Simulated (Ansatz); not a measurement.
## ZrC (model cell, started as CsCl type): a soft mode frozen in

Aim: this structure of ZrC (model cell, started as CsCl type) is to be tested for unstable modes, and one is followed downhill.

Main program and level: Ansatz 0.2.0; DFT LDA, scalar-relativistic, plane waves, PAW.

Report form: inputs, costs, results and the conclusion, without the logs.

The structure was built from a prototype and need not be the compound's stable phase.

## 1. Set-up

The structure is cubic, space group Pm-3m (No. 221). Conventional cell: a = 2.871 Å, b = 2.871 Å, c = 2.871 Å, α = 90.00°, β = 90.00°, γ = 90.00°. Zr has 8 C at 2.49 Å nearest. Nearest to C lie 8 Zr at 2.49 Å. Farther neighbours, and contacts between anions beyond the nearest, are not listed.

## 2. Phonons on a q mesh

Stability and thermal properties need the whole zone. Linear response on a 4×4×4 q mesh gives force constants as far as a supercell of that size would.

Input file input.yaml:

```yaml
crystal:
  lattice:
    - [2.8705367897, 0.0, 0.0]
    - [0.0, 2.8705367897, 0.0]
    - [0.0, 0.0, 2.8705367897]
  atoms:
    - { symbol: Zr, position: [0.0, 0.0, 0.0] }
    - { symbol: C, position: [0.5, 0.5, 0.5] }
kpoints:
  mp_grid: { grid: [12, 12, 12] }
hamiltonian:
  xc: lda
scf:
  occupations: { method: methfessel_paxton, width: 0.15 }
output:
  eigenvalues: true
phonons:
  method: dfpt
  qmesh: [4, 4, 4]
  temperatures: { t_max: 1000, t_step: 50 }
  qpath:
    path:
      - [[0.0, 0.0, 0.0], [0.0, 0.5, 0.0], [0.5, 0.5, 0.0], [0.0, 0.0, 0.0], [0.5, 0.5, 0.5], [0.0, 0.5, 0.0]]
      - [[0.5, 0.5, 0.5], [0.5, 0.5, 0.0]]
    npoints: 10
```

Run with:

```sh
$ ansatz run input.yaml --threads 4 --pin off --max-ram 7168MiB --backend cpu --events-out ev --progress --plain --runs-dir out
```

Wall time 85 s (4 threads of Arm Neoverse V2, shared host); peak memory 1 GiB.

This step gave:

```yaml
volume_per_atom: 11.83 Å³
gap_on_the_k_mesh: 0 eV
sum_rule_residual_before_enforcement: 1.28e-5 eV/Å²
lowest_frequency_on_the_path: -268.6 cm⁻¹
point_group: m-3m
highest_frequency_on_path_mesh_or_solved_points: 482.8 cm⁻¹
highest_optical_mode_at_the_zone_centre_no_lo_to_term: 224.3 cm⁻¹
lowest_optical_zone_centre_mode: 224.3 cm⁻¹
lowest_mode_on_the_q_mesh_acoustic_modes_at_gamma_apart: -234.3 cm⁻¹
```

Frequencies (cm⁻¹) solved at each irreducible wavevector; negative means imaginary. Frequencies by wavevector, by row:

```tsv
q in reciprocal lattice units	star	mode 1	mode 2	mode 3	mode 4	mode 5	mode 6
0 0 0	1	0	0	0	224.3	224.3	224.3
0 0 0.25	6	-134.4	-134.4	109.2	200.6	200.6	374.6
0 0 -0.5	3	-215	-215	165	199.1	199.1	482.8
0 0.25 0.25	12	-234.3	50.7	96.2	105.8	343.3	352.3
0 0.25 -0.5	12	-188.3	-186.9	83.9	240.3	342.6	464.3
0 -0.5 -0.5	3	-229.2	-225.7	257.9	257.9	417.6	417.6
0.25 0.25 0.25	8	24.1	68.3	68.3	269.8	327.8	327.8
0.25 0.25 -0.5	12	-91.5	59	98.8	249.9	336.6	438.2
0.25 -0.5 -0.5	6	67.7	79.3	234.2	234.2	386	386
-0.5 -0.5 -0.5	1	192.4	192.4	192.4	330.2	330.2	330.2
```

Interpolated from a 4×4×4 q mesh. Phonon branches along the path, in cm⁻¹:

```tsv
point	branch 1	branch 2	branch 3	branch 4	branch 5	branch 6
Γ	0	0	0	224	224	224
halfway	-134	-134	109	201	201	375
X	-215	-215	165	199	199	483
halfway	-188	-187	84	240	343	464
M	-229	-226	258	258	418	418
halfway	-234	51	96	106	343	352
Γ	0	0	0	224	224	224
halfway	24	68	68	270	328	328
R	192	192	192	330	330	330
halfway	-92	59	99	250	337	438
X	-215	-215	165	199	199	483
jump to R	192	192	192	330	330	330
halfway	68	79	234	234	386	386
M	-229	-226	258	258	418	418
```

Symmetry leaves 10 wavevectors to solve. The lowest mode among them, the acoustic zeros apart, lies at q = (0, 0.25, 0.25) and is imaginary, 234.3i cm⁻¹, so the energy falls along it. Between them the interpolated path dips to 269i cm⁻¹.

## 3. The mode frozen in, largest atomic shift 0 Å

The mode followed lies at q = (0, -0.5, -0.5) with frequency 229.2i cm⁻¹, one of the unstable modes though not the softest. At small amplitude the pattern taken leaves space group no. 129 by a symmetry search on the positions. The undistorted cell that holds it gives the zero of energy on the same k mesh.

System of this step: ZrC (model cell, started as CsCl type). Symmetry: Pm-3m, No. 221, cubic system. Conventional cell: a = 2.871 Å, b = 2.871 Å, c = 2.871 Å, α = 90.00°, β = 90.00°, γ = 90.00°. Nearest to Zr lie 8 C at 2.49 Å. Nearest to C lie 8 Zr at 2.49 Å. Farther neighbours, and contacts between anions beyond the nearest, are not listed.

Input file input.yaml:

```yaml
crystal:
  lattice:
    - [-2.8705367897, 0.0, 0.0]
    - [0.0, -2.8705367897, -2.8705367897]
    - [0.0, -2.8705367897, 2.8705367897]
  atoms:
    - { symbol: Zr, position: [1.0, 0.5, 0.5] }
    - { symbol: Zr, position: [1.0, 1.0, 0.0] }
    - { symbol: C, position: [0.5, 0.0, 0.5] }
    - { symbol: C, position: [0.5, 0.5, 0.0] }
kpoints:
  mp_grid: { grid: [12, 10, 10] }
hamiltonian:
  xc: lda
scf:
  occupations: { method: methfessel_paxton, width: 0.15 }
output:
  forces: true
  stress: true
  eigenvalues: true
```

Elapsed: 1.4 s, on 4 threads; peak memory 0.4 GiB; 5 s of CPU time.

Read from the output:

- pressure: 0.1078 GPa
- energy from the undistorted cell: 0 meV/atom

The run ends at a pressure of 0.11 GPa.

## 4. The mode frozen in, largest atomic shift 0.45 Å

The atoms are moved along the unstable eigenvector, the largest shift by 0.45 Å, with the cell fixed.

input.yaml, the sections that differ from step 3:

```yaml
crystal:
  lattice:
    - [-2.8705367897, 0.0, 0.0]
    - [0.0, -2.8705367897, -2.8705367897]
    - [0.0, -2.8705367897, 2.8705367897]
  atoms:
    - { symbol: Zr, position: [1.0, 0.5, 0.5] }
    - { symbol: Zr, position: [1.0, 1.0, 0.0] }
    - { symbol: C, position: [0.6567651046, 0.0, 0.5] }
    - { symbol: C, position: [0.3432348954, 0.5, 0.0] }
# kpoints, hamiltonian, scf, output: as in step 3
```

Wall time 1.5 s (4 threads); peak memory 0.4 GiB; 5.3 s of CPU time.

Read from the output:

| Property | Result |
| --- | --- |
| pressure | 15.02 GPa |
| energy from the undistorted cell | -99.78 meV/atom |

The energy, extrapolated to zero smearing, is -99.78 meV/atom against the undistorted cell.

The run ends at a pressure of 15.02 GPa, with forces up to 0.052 eV/Å.

## 5. Energy along the mode, all amplitudes (two of the runs are shown above)

An imaginary frequency means negative curvature, so the energy should fall and then rise again as anharmonic terms take over.

This step gave:

| Property | Result |
| --- | --- |
| depth at the lowest point sampled | 99.78 meV/atom |
| largest atomic shift at that point | 0.45 Å |

Energy from the parent against largest atomic shift:

```tsv
largest atomic shift (Å)	energy from the parent (meV/atom)
0.000	0
0.040	-1.01
0.080	-4.42
0.140	-16.5
0.220	-43.6
0.320	-77.0
0.450	-99.8
0.600	-64.1
```

Displacement at unit largest shift by atom:

```tsv
atom	x (Å)	y (Å)	z (Å)	size
Zr1	0.00	0.00	0.00	0.00
Zr2	0.00	0.00	0.00	0.00
C3	-1.00	0.00	0.00	1.00
C4	1.00	0.00	0.00	1.00
```

The lowest step is at 0.45 Å, 99.8 meV/atom below the parent, and the energy rises beyond it.

## 6. Relaxation from the frozen mode

Starting from the lowest point found, all atoms and the cell are let go, so that strain and other modes of the same symmetry can join in.

Edit input.yaml of step 4 so:

```diff
@@ -20 +20,6 @@
   eigenvalues: true
+relax:
+  adjacent_minimum: "off"
+  f_tol: 0.002
+  max_steps: 120
+  cell: { stress_tol: 0.03 }
```

Elapsed: 18 s, on 4 threads; peak memory 0.44 GiB; 67 s of CPU time.

The steps of the relaxation:

```tsv
step	energy less that of the first step (eV)	largest force component (eV/Å)	pressure (GPa)	volume (Å³)
1	0.0000	0.0518	15.02	47.31
2	-0.3506	0.2444	-2.81	50.97
3	-0.3607	0.0292	-0.27	50.21
4	-0.3639	0.0485	-0.02	50.29
5	-0.3642	0.0002	-0.01	50.45
6*	-0.3743	0.0014	0.21	50.45
7	-0.3742	0.0008	0.03	50.50
8*	-0.3743	0.0008	0.03	50.50
9	-0.3743	0.0000	0.00	50.51
10*	-0.3743	0.0000	0.00	50.51
```

Relaxation steps marked * repeat the geometry before them on a plane-wave basis chosen anew for their cell, so energy and pressure can jump there.

Forces are held to the 16 operations that the program found; a distortion that breaks them can't arise in this run.

```tsv
cell as run	before	after	change
a (Å)	2.871	2.786	-2.9 %
b (Å)	4.060	4.258	+4.9 %
c (Å)	4.060	4.258	+4.9 %
volume (Å³/atom)	11.83	12.63	+6.8 %
```

The atoms that moved most (Å, as changes of fractional coordinates times the final cell):

```tsv
atom	dx	dy	dz	length
C3	-0.088	0.000	0.000	0.088
C4	0.088	0.000	0.000	0.088
```

Read from the output:

```yaml
pressure: 1.87e-4 GPa
volume_per_atom: 12.63 Å³
```

The distorted start has space group P4/nmm; the relaxation ends in P4/nmm.

## 7. The new phase in its own primitive cell

The relaxed structure is symmetrised, reduced to its primitive cell and relaxed tightly, as its phonons need.

input.yaml, the sections that differ from step 6:

```yaml
crystal:
  lattice:
    - [4.2575825839, 0.0, 0.0]
    - [0.0, 4.2575825839, 0.0]
    - [0.0, 0.0, 2.7862955342]
  atoms:
    - { symbol: Zr, position: [0.5, 0.5, 0.0] }
    - { symbol: Zr, position: [0.0, 0.0, 0.0] }
    - { symbol: C, position: [0.0, 0.5, 0.688213458] }
    - { symbol: C, position: [0.5, 0.0, 0.311786542] }
kpoints:
  mp_grid: { grid: [10, 10, 14] }
relax:
  adjacent_minimum: "off"
  f_tol: 0.001
  max_steps: 60
  cell: { stress_tol: 0.01 }
# hamiltonian, scf, output: as in step 6
```

The job ended after 13 s (4 threads; peak memory 0.46 GiB; 49 s of CPU time).

Relaxation path:

```tsv
step	energy less that of the first step (eV)	largest force component (eV/Å)	pressure (GPa)	volume (Å³)
1	0.0000	0.0128	-0.12	50.51
2	0.0001	0.0268	0.07	50.55
3	-0.0003	0.0114	0.00	50.54
4	-0.0002	0.0015	0.00	50.57
5	-0.0002	0.0001	0.00	50.58
6*	-0.0003	0.0002	0.00	50.58
```

Relaxation steps marked * repeat the geometry before them on a plane-wave basis chosen anew for their cell, so energy and pressure can jump there. Relaxation step 2 was tried and not accepted.

Forces are held to the 16 operations that the program found; a distortion that breaks them can't arise in this run.

```tsv
conventional cell, symmetrised	before	after	change
a (Å)	4.258	4.255	-0.1 %
b (Å)	4.258	4.255	-0.1 %
c (Å)	2.786	2.794	+0.3 %
volume (Å³/atom)	12.63	12.65	+0.1 %
```

The relaxed structure:

```xyz
4
Lattice="4.2551 0.0000 0.0000 0.0000 4.2551 0.0000 0.0000 0.0000 2.7936" Properties=species:S:1:pos:R:3 pbc="T T T"
Zr    2.1276    2.1276    0.0000
Zr    0.0000    0.0000    0.0000
C     0.0000    2.1276    1.9274
C     2.1276    0.0000    0.8662
```

This step gave:

| Quantity | Value |
| --- | --- |
| pressure | 3.59e-4 GPa |
| volume per atom | 12.65 Å³ |

The largest force component left is 0.18 meV/Å and the pressure is 0.000 GPa, within the tolerances set. The cell now holds 12.65 Å³/atom.

## 8. Modes of the new phase, k-mesh 10×10×14

A relaxed structure may still be a saddle point, so its zone-centre modes are computed. No field response is asked, since the mesh shows no gap.

input.yaml, the sections that differ from step 7:

```yaml
crystal:
  lattice:
    - [4.2551444902, 0.0, 0.0]
    - [0.0, 4.2551444902, 0.0]
    - [0.0, 0.0, 2.7936349036]
  atoms:
    - { symbol: Zr, position: [0.5, 0.5, 0.0] }
    - { symbol: Zr, position: [0.0, 0.0, 0.0] }
    - { symbol: C, position: [0.0, 0.5, 0.68992757] }
    - { symbol: C, position: [0.5, 0.0, 0.31007243] }
output:
  eigenvalues: true
phonons:
  method: dfpt
# kpoints, hamiltonian, scf: as in step 7
# relax: removed
```

Elapsed: 35 s, on 4 threads; peak memory 1.2 GiB.

This step gave:

```yaml
sum_rule_residual_before_enforcement: 2.62e-5 eV/Å²
point_group: 4/mmm
highest_optical_mode_at_the_zone_centre_no_lo_to_term: 453.8 cm⁻¹
lowest_optical_zone_centre_mode: -77.28 cm⁻¹
```

Patterns of degenerate modes are one choice out of their space. The modes at Γ (shares of kinetic energy by element, %) (negative means imaginary):

```tsv
mode	frequency (cm⁻¹)	symmetry	Zr %	C %
1	-77.3	B1g	100	0
2	0.0	acoustic	88	12
3	0.0	acoustic	88	12
4	0.0	acoustic	88	12
5	267.7	Eg	97	3
6	267.7	Eg	97	3
7	353.2	A2u	12	88
8	366.5	Eu	12	88
9	366.5	Eu	12	88
10	380.0	A1g	0	100
11	453.8	Eg	3	97
12	453.8	Eg	3	97
```

Displacements in mode 1 (-77.3 cm⁻¹), the largest set to 1:
```
Zr1  0.00  0.00 -1.00
Zr2  0.00  0.00  1.00
C3   0.00  0.00  0.00
C4   0.00  0.00  0.00
```

Displacements in mode 11 (453.8 cm⁻¹), the largest set to 1:
```
Zr1 -0.07  0.00  0.00
Zr2  0.07  0.00  0.00
C3   1.00  0.00  0.00
C4  -1.00  0.00  0.00
```

Before it was imposed, the acoustic sum rule was missed by 2.6e-5 eV/Å². Small misses are needed for a sound result but don't prove that mesh and cutoff are converged. The lowest optical mode is imaginary, 77.3i cm⁻¹, so the energy falls along it.

## 9. The phases reached

The phases reached along the modes that were followed are set side by side.

Energies are those of the first relaxation, on the mesh of the frozen mode; space group, volume and gap are those of the last relaxation. Phases, by row:

```tsv
mode frozen in	space group	energy from parent (meV/atom)	volume (Å³/atom)	gap on mesh (eV)	lowest zone-centre optical mode (cm⁻¹)	largest shift (Å)
parent	Pm-3m	0	11.83	0	–	–
q = (0, 0.25, 0.25), 234i cm⁻¹	Fm-3m	-1211	12.5	0	448.3	1.64
q = (0, -0.5, -0.5), 229i cm⁻¹	P4/nmm	-193.3	12.65	0	-77.3	0.524
```

## 10. What came out

```json
{"unstable mode of the parent": "q = (0, -0.5, -0.5), 229i cm⁻¹", "depth at the lowest point sampled": "99.8 meV/atom", "largest atomic shift at that point": "0.45 Å", "space group reached": "P4/nmm", "energy gained over the parent (first relaxation, on the mesh of the frozen mode)": "193 meV/atom", "volume per atom, phase reached": "12.6 Å³", "lowest optical zone-centre mode, phase reached": "-77.3 cm⁻¹", "highest optical mode at the zone centre (no LO-TO term), phase reached": "454 cm⁻¹"}
```

What this shows: Along this mode the structure falls into P4/nmm, 193 meV/atom below the parent. At the parent's cell the well is 99.78 meV/atom deep on the steps tried, with its lowest point at a shift of 0.45 Å. Relaxing atoms and cell changes the gain by +93.52 meV/atom against the lowest step (energies at zero smearing). The new phase still has an imaginary mode at the zone centre of its cell, so it is a saddle point on the way to a lower structure. Of the 2 patterns followed from this parent, this one ends 1017 meV/atom above the lowest, Fm-3m. Each path keeps the symmetry of its pattern, so a lower phase may lie along a pattern not tried. With no gap, or one that is small against the smearing, the frequencies hang on the k mesh and the smearing, most of all near Kohn anomalies. The starting cell was built on a prototype and not taken from a measurement, so the phase need not exist.

[Long decimals in the printed logs are rounded to 6 places.]

[Logs are printed without paths, hosts, clocks, repeated set-up lines and the standing remarks that a program may print on its own settings, such as how far it seeks lower states.]

[Hosts, paths, dates, database ids (printed as entryN), source tags and the programs' standing remarks are cut or masked in the printed files.]

[Where the starting crystal was built by hand or by swapping elements, it need not be the compound's stable phase.]
